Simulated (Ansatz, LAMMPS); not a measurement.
## Amorphous 50HfO2-50SiO2 (mol %) (84 atoms): geometry optimisation

Aim: bring amorphous 50HfO2-50SiO2 (mol %) (84 atoms) to a nearby minimum of the energy and see what moves.

Program: Ansatz 0.2.0. Level of theory: Kohn-Sham DFT, PBE, PAW (set soft_2), plane waves. Results are calculated unless marked as measured.

Report form: the programs' logs are mostly left out.

## Step 1: The structure

The cell holds 84 atoms: 14 Hf, 14 Si and 56 O. Its edges and angles: a = 10.658 Å, b = 10.658 Å, c = 10.658 Å, α = 90.0°, β = 90.0°, γ = 90.0°. 84 atoms (14 Zr, 14 Si, 56 O) placed at random at 3.52 g/cm³, melted at 5000 K for 10 ps at fixed volume with the Morse and Coulomb pair potential with partial charges (Pedone, Malavasi, Menziani, Cormack and Segre, J. Phys. Chem. B 110, 11780 (2006)). Quenched from 5000 K to 300 K at 50 K/ps and fixed volume, held 5 ps, then minimised at fixed cell. Then Zr was replaced by Hf (the potential has no terms for the new elements, so the cell is a start for a DFT relaxation).

Before any run, some limits are plain. The quench rate of 50 K/ps is orders of magnitude faster than experiment, which tends to freeze in extra defects. The network of bonds at the start is that of the classical potential that made the cell. Only the Γ point is sampled in the main run, in a cell whose shortest periodic width is 11 Å. The levels lack spin–orbit coupling, which is large for the heavy elements here.

## Step 2: The classical run that made the cell

A classical potential makes the cell, at a small fraction of what the same run would cost in DFT.

This step: classical MD, Morse and Coulomb pair potential with partial charges (Pedone, Malavasi, Menziani, Cormack and Segre, J. Phys. Chem. B 110, 11780 (2006)) (LAMMPS 22 Jul 2025 - Update 4).

Contents of in.lmp:

```
# melt-quench of Zr14Si14O56
units metal
atom_style charge
boundary p p p
region box block 0 10.6577 0 10.6577 0 10.6577
create_box 3 box
mass 1 91.2240   # Zr
mass 2 28.0850   # Si
mass 3 15.9990   # O
create_atoms 1 random 14 39639 NULL overlap 1.5 maxtry 2000
create_atoms 2 random 14 39646 NULL overlap 1.5 maxtry 2000
create_atoms 3 random 56 39653 NULL overlap 1.5 maxtry 2000
pair_style hybrid/overlay pedone 5.5 coul/long 8.0
pair_coeff * * coul/long
pair_coeff 1 3 pedone 0.206237 2.479675 2.436997 1   # Zr-O
pair_coeff 2 3 pedone 0.340554 2.006700 2.100000 1   # Si-O
pair_coeff 3 3 pedone 0.042395 1.379316 3.618701 22   # O-O
set type 1 charge 2.4
set type 2 charge 2.4
set type 3 charge -1.2
kspace_style pppm 1.0e-4
neigh_modify delay 0 every 1 check yes
thermo_style custom step time temp pe press density
thermo_modify norm yes
timestep 0.002
thermo 100
min_style cg
minimize 1e-4 1e-4 200 2000
reset_timestep 0
velocity all create 5000 39640 mom yes dist gaussian
fix lim all nve/limit 0.05
fix lan all langevin 5000 5000 0.2 39641 zero yes
thermo 500
run 1000 post no
# [... 10 lines left out ...]
thermo 1250
fix md all nvt temp 300 300 0.2
run 2500 post no
unfix md
thermo 100
min_style cg
minimize 0 1e-3 2000 20000
write_dump all custom glass.dump id type xs ys zs modify sort id
```

Started as:

```sh
$ lmp -in in.lmp -log none -nocite
```

Wall time 23 s (1 thread of Arm Neoverse V1, shared host); peak memory 0.072 GiB.

## Step 3: Single point at the start

A single point comes first, to see the forces before anything moves.

Contents of input.yaml:

```yaml
crystal:
  lattice:
    - [10.6577, 0.0, 0.0]
    - [0.0, 10.6577, 0.0]
    - [0.0, 0.0, 10.6577]
  atoms:
    - { symbol: Hf, position: [0.46495, 0.66098, 0.80256] }
    - { symbol: Hf, position: [0.40438, 0.17235, 0.0261] }
    - { symbol: Hf, position: [0.01807, 0.88609, 0.72283] }
    - { symbol: Hf, position: [0.6217, 0.39775, 0.03445] }
    - { symbol: Hf, position: [0.83268, 0.30514, 0.42291] }
    - { symbol: Hf, position: [0.40929, 0.53744, 0.52792] }
    - { symbol: Hf, position: [0.81689, 0.82893, 0.43024] }
    - { symbol: Hf, position: [0.13285, 0.53076, 0.2835] }
[... 72 atom lines left out ...]
    - { symbol: O, position: [0.31037, 0.30349, 0.8986] }
    - { symbol: O, position: [0.1463, 0.90838, 0.54804] }
    - { symbol: O, position: [0.61144, 0.19851, 0.04335] }
    - { symbol: O, position: [0.46732, 0.77546, 0.13639] }
kpoints:
  mp_grid: { grid: [1, 1, 1] }
hamiltonian:
  xc: pbe
scf:
  occupations: { method: fermi_dirac, width: 0.025 }
output:
  forces: true
```

Started as:

```sh
$ ansatz run input.yaml --threads 4 --pin off --max-ram 8192MiB --backend cpu --events-out ev --progress --plain --runs-dir out
```

It took 19 s on 4 threads of Arm Neoverse V1, shared host; peak memory 1.7 GiB.

Read from the output:

```yaml
free_energy: -260883.8591 eV
free_energy_per_atom: -3105.7602 eV/atom
scf_cycles: 10
r_m_s_force_component: 0.9929 eV/Å
longest_force: 3.631 eV/Å
fermi_energy: 8.015 eV
```

The r.m.s. force component of 0.99 eV/Å sets the starting point.

Neighbours are counted within 2.82 Å (O-Hf), 2.12 Å (O-Si).

Length of the force by element and coordination:

| element | coordination | atoms | mean length of the force (eV/Å) | spread | least | most |
| --- | --- | --- | --- | --- | --- | --- |
| Hf | all | 14 | 1.88 | 0.640 | 0.589 | 3.04 |
| Hf | 5 | 4 | 2.11 | 0.195 | 1.86 | 2.32 |
| Hf | 6 | 8 | 2.05 | 0.556 | 1.07 | 3.04 |
| Hf | 7 | 2 | 0.736 | 0.147 | 0.589 | 0.883 |
| O | all | 56 | 1.46 | 0.928 | 0.300 | 3.63 |
| O | 2 | 31 | 1.99 | 0.911 | 0.342 | 3.63 |
| O | 3 | 24 | 0.818 | 0.364 | 0.300 | 1.76 |
| O | 4 | 1 | 0.600 | 0 | 0.600 | 0.600 |
| Si | all | 14 | 1.22 | 0.554 | 0.538 | 2.38 |

## Step 4: Cell and atoms relaxed

The cell is relaxed with the atoms, since the starting lattice needn't suit this functional.

input.yaml: that of step 3 with these lines changed.

```diff
@@ -15 +15,5 @@
   forces: true
+relax:
+  f_tol: 0.04
+  max_steps: 250
+  cell: {}
```

The job ended after 4.8 min (4 threads; peak memory 1.8 GiB).

Relaxation path:

| step | energy less that of the first step (eV) | largest force component (eV/Å) | pressure (GPa) | volume (Å³) |
| --- | --- | --- | --- | --- |
| 1 | 0.0000 | 3.2724 | -4.36 | 1210.57 |
| 2 | -3.5900 | 1.4676 | 3.46 | 1134.58 |
| 3 | -4.4737 | 1.0862 | 1.16 | 1150.93 |
| 4 | -5.2025 | 0.4264 | -0.10 | 1144.08 |
| 5 | -5.3423 | 0.3903 | 0.08 | 1140.31 |
| 6 | -5.3979 | 0.1460 | -0.03 | 1143.01 |
| 7 | -5.4222 | 0.1959 | -0.01 | 1143.18 |
| 8 | -5.3585 | 0.6664 | 0.05 | 1143.21 |
| 9 | -5.4543 | 0.1019 | -0.02 | 1143.14 |
| 10 | -5.4581 | 0.0871 | 0.00 | 1142.63 |
| 11 | -5.4615 | 0.0666 | 0.02 | 1142.90 |
| 12 | -5.4633 | 0.0263 | -0.01 | 1143.02 |
| 13* | -5.3078 | 0.0239 | -0.28 | 1143.02 |
| 14 | -5.3239 | 0.0202 | -0.01 | 1139.73 |
| 15* | -5.3112 | 0.0202 | -0.03 | 1139.73 |

Relaxation steps marked * repeat the geometry before them on a plane-wave basis chosen anew for their cell, so energy and pressure can jump there. Relaxation step 8 was tried and not accepted.

| cell as run | before | after | change |
| --- | --- | --- | --- |
| a (Å) | 10.658 | 10.454 | -1.9 % |
| b (Å) | 10.658 | 10.300 | -3.4 % |
| c (Å) | 10.658 | 10.600 | -0.5 % |
| α (°) | 90.00 | 91.52 | +1.7 % |
| β (°) | 90.00 | 89.10 | -1.0 % |
| γ (°) | 90.00 | 87.66 | -2.6 % |
| volume (Å³/atom) | 14.41 | 13.57 | -5.9 % |

The atoms that moved most (Å, as changes of fractional coordinates times the final cell):

| atom | dx | dy | dz | length |
| --- | --- | --- | --- | --- |
| Hf10 | -0.213 | 0.499 | 0.009 | 0.543 |
| Hf3 | -0.354 | 0.099 | 0.395 | 0.539 |
| O35 | 0.239 | -0.453 | -0.068 | 0.516 |
| Hf11 | 0.042 | 0.327 | 0.318 | 0.458 |
| O39 | 0.139 | -0.193 | -0.343 | 0.418 |
| O34 | -0.333 | 0.180 | 0.156 | 0.409 |
| O51 | -0.295 | 0.006 | 0.279 | 0.406 |
| O38 | -0.129 | 0.347 | 0.062 | 0.375 |

The relaxation changed the energy by -63.2 meV/atom, and atoms moved by 0.23 Å r.m.s., 0.54 Å at most.

## Step 5: Distances and neighbours after relaxation

Bonds before and after, by the cutoffs listed below:

| pair | bonds before | bonds after | mean before (Å) | mean after (Å) | spread before (Å) | spread after (Å) |
| --- | --- | --- | --- | --- | --- | --- |
| O-Hf | 82 | 84 | 2.156 | 2.138 | 0.087 | 0.157 |
| O-Si | 56 | 56 | 1.632 | 1.641 | 0.051 | 0.030 |

Density 5.52 g/cm³, 13.57 Å³ an atom.

Pair distribution functions g(r), in bins of 0.2 Å:

| r (Å) | total | O-O | O-Hf | O-Si | Hf-Hf | Hf-Si | Si-Si |
| --- | --- | --- | --- | --- | --- | --- | --- |
| 1.50 | 0.16 | 0.00 | 0.00 | 0.70 | 0.00 | 0.00 | 0.00 |
| 1.70 | 2.52 | 0.00 | 0.00 | 11.34 | 0.00 | 0.00 | 0.00 |
| 1.90 | 0.67 | 0.00 | 3.00 | 0.00 | 0.00 | 0.00 | 0.00 |
| 2.10 | 1.16 | 0.00 | 5.21 | 0.00 | 0.00 | 0.00 | 0.00 |
| 2.30 | 0.49 | 0.00 | 2.22 | 0.00 | 0.00 | 0.00 | 0.00 |
| 2.50 | 0.52 | 1.03 | 0.28 | 0.00 | 0.00 | 0.00 | 0.00 |
| 2.70 | 1.56 | 3.47 | 0.07 | 0.00 | 0.00 | 0.00 | 0.00 |
| 2.90 | 0.86 | 1.69 | 0.00 | 0.21 | 0.00 | 1.09 | 0.00 |
| 3.10 | 0.87 | 1.45 | 0.18 | 0.18 | 0.00 | 0.48 | 4.43 |
| 3.30 | 0.83 | 0.84 | 0.16 | 0.69 | 4.21 | 2.51 | 0.45 |
| 3.50 | 1.03 | 0.76 | 0.61 | 1.08 | 1.54 | 4.92 | 0.00 |
| 3.70 | 0.98 | 0.59 | 1.08 | 1.68 | 1.69 | 0.84 | 0.34 |
| 3.90 | 0.95 | 0.78 | 0.99 | 1.25 | 2.41 | 0.31 | 0.90 |
| 4.10 | 1.20 | 0.87 | 1.41 | 1.93 | 0.28 | 0.41 | 1.34 |
| 4.30 | 1.06 | 0.74 | 1.44 | 1.48 | 0.51 | 0.37 | 1.73 |
| 4.50 | 1.10 | 0.85 | 1.80 | 1.11 | 0.47 | 0.46 | 1.38 |
| 4.70 | 0.93 | 0.81 | 1.24 | 0.94 | 0.21 | 0.83 | 1.27 |
| 4.90 | 1.05 | 1.15 | 1.13 | 0.80 | 0.37 | 1.35 | 0.76 |

Bonds by pair of elements; cutoffs follow the first minimum of g(r), held within bounds set by covalent radii, and pairs that aren't listed don't count as bonded:

| pair A-B | cutoff (Å) | bonds | mean length (Å) | spread (Å) | shortest (Å) | B about A | A about B |
| --- | --- | --- | --- | --- | --- | --- | --- |
| O-Hf | 2.82 | 84 | 2.14 | 0.157 | 1.93 | 1.5 | 6 |
| O-Si | 2.08 | 56 | 1.64 | 0.03 | 1.59 | 1 | 4 |

How many atoms have how many bonded neighbours:

| element | mean | 2 | 3 | 4 | 5 | 6 | 7 |
| --- | --- | --- | --- | --- | --- | --- | --- |
| Hf | 6 | 0 | 0 | 0 | 2 | 10 | 2 |
| O | 2.5 | 29 | 26 | 1 | 0 | 0 | 0 |
| Si | 4 | 0 | 0 | 14 | 0 | 0 | 0 |

Bond angles, per cent of each kind in bins of 5°:

| angle (°) | O-Hf-O | O-Si-O | Hf-O-Si | Hf-O-Hf | Si-O-Si |
| --- | --- | --- | --- | --- | --- |
| 60–65 | 0.9 | 0.0 | 0.0 | 0.0 | 0.0 |
| 65–70 | 3.3 | 0.0 | 0.0 | 0.0 | 0.0 |
| 70–75 | 10.4 | 0.0 | 0.0 | 0.0 | 0.0 |
| 75–80 | 10.4 | 0.0 | 0.0 | 0.0 | 0.0 |
| 80–85 | 5.2 | 0.0 | 0.0 | 0.0 | 0.0 |
| 85–90 | 11.3 | 0.0 | 1.8 | 0.0 | 0.0 |
| 90–95 | 8.5 | 1.2 | 5.4 | 0.0 | 0.0 |
| 95–100 | 9.0 | 7.1 | 8.9 | 21.3 | 0.0 |
| 100–105 | 5.2 | 9.5 | 3.6 | 23.4 | 0.0 |
| 105–110 | 3.8 | 32.1 | 3.6 | 12.8 | 0.0 |
| 110–115 | 3.8 | 36.9 | 0.0 | 10.6 | 0.0 |
| 115–120 | 2.4 | 9.5 | 7.1 | 2.1 | 0.0 |
| 120–125 | 2.8 | 2.4 | 7.1 | 4.3 | 0.0 |
| 125–130 | 3.3 | 1.2 | 8.9 | 4.3 | 20.0 |
| 130–135 | 2.4 | 0.0 | 14.3 | 2.1 | 20.0 |
| 135–140 | 1.4 | 0.0 | 10.7 | 10.6 | 20.0 |
| 140–145 | 1.4 | 0.0 | 5.4 | 6.4 | 20.0 |
| 145–150 | 2.4 | 0.0 | 10.7 | 2.1 | 0.0 |
| 150–155 | 3.3 | 0.0 | 0.0 | 0.0 | 0.0 |
| 155–160 | 2.8 | 0.0 | 5.4 | 0.0 | 0.0 |
| 160–165 | 1.9 | 0.0 | 1.8 | 0.0 | 0.0 |
| 165–170 | 2.8 | 0.0 | 1.8 | 0.0 | 10.0 |
| 170–175 | 1.4 | 0.0 | 1.8 | 0.0 | 10.0 |
| 175–180 | 0.0 | 0.0 | 1.8 | 0.0 | 0.0 |

Bond angles (no mean is given where the spread exceeds 20°):

| angle | count | mean (°) | spread (°) |
| --- | --- | --- | --- |
| O-Hf-O | 212 | - | - |
| O-Si-O | 84 | 109 | 6.1 |
| Hf-O-Si | 56 | - | - |
| Hf-O-Hf | 47 | 113 | 15.7 |
| Si-O-Si | 10 | 143 | 14.9 |

Oxygen atoms by the number of network formers (Si, P, Ge, B, Al, As, Ga) bound to them:

| network formers bound to O | O atoms | per cent |
| --- | --- | --- |
| 0 | 10 | 17.9 |
| 1 | 36 | 64.3 |
| 2 | 10 | 17.9 |

Network units: each former by its oxygen neighbours and how many of them bridge to another former:

| former | O neighbours | bridging O | atoms |
| --- | --- | --- | --- |
| Si | 4 | 0 | 1 |
| Si | 4 | 1 | 7 |
| Si | 4 | 2 | 5 |
| Si | 4 | 3 | 1 |

Bond length by coordination (bonds to H left out):

| element | coordination | atoms | mean bond length (Å) |
| --- | --- | --- | --- |
| Hf | 5 | 2 | 2.06 |
| Hf | 6 | 10 | 2.14 |
| Hf | 7 | 2 | 2.20 |
| O | 2 | 29 | 1.76 |
| O | 3 | 26 | 2.06 |
| O | 4 | 1 | 2.18 |

First main peaks of g(r), for some of the pairs, lie near 2.7 Å (O-O), 2.1 Å (O-Hf), 1.6 Å (O-Si), 3.4 Å (Hf-Hf) and 3.1 Å (Si-Si). With the cutoffs above, 71 % of Hf atoms have 6, 52 % of O atoms have 2 and all Si atoms have 4 bonded neighbours. Counting bonds to Si alone, not to Hf, 18 % of the oxygens join two of these atoms and 64 % one; 18 % join none. The commonest Si unit has 4 oxygens, 1 of them shared with other formers (7 of 14 atoms).

(Continued in part 2 of 2.)

[Logs are printed without paths, hosts, clocks, repeated set-up lines and the standing remarks that a program may print on its own settings, such as how far it seeks lower states.]

[Hosts, paths, dates, database ids (printed as entryN), source tags and the programs' standing remarks are cut or masked in the printed files.]
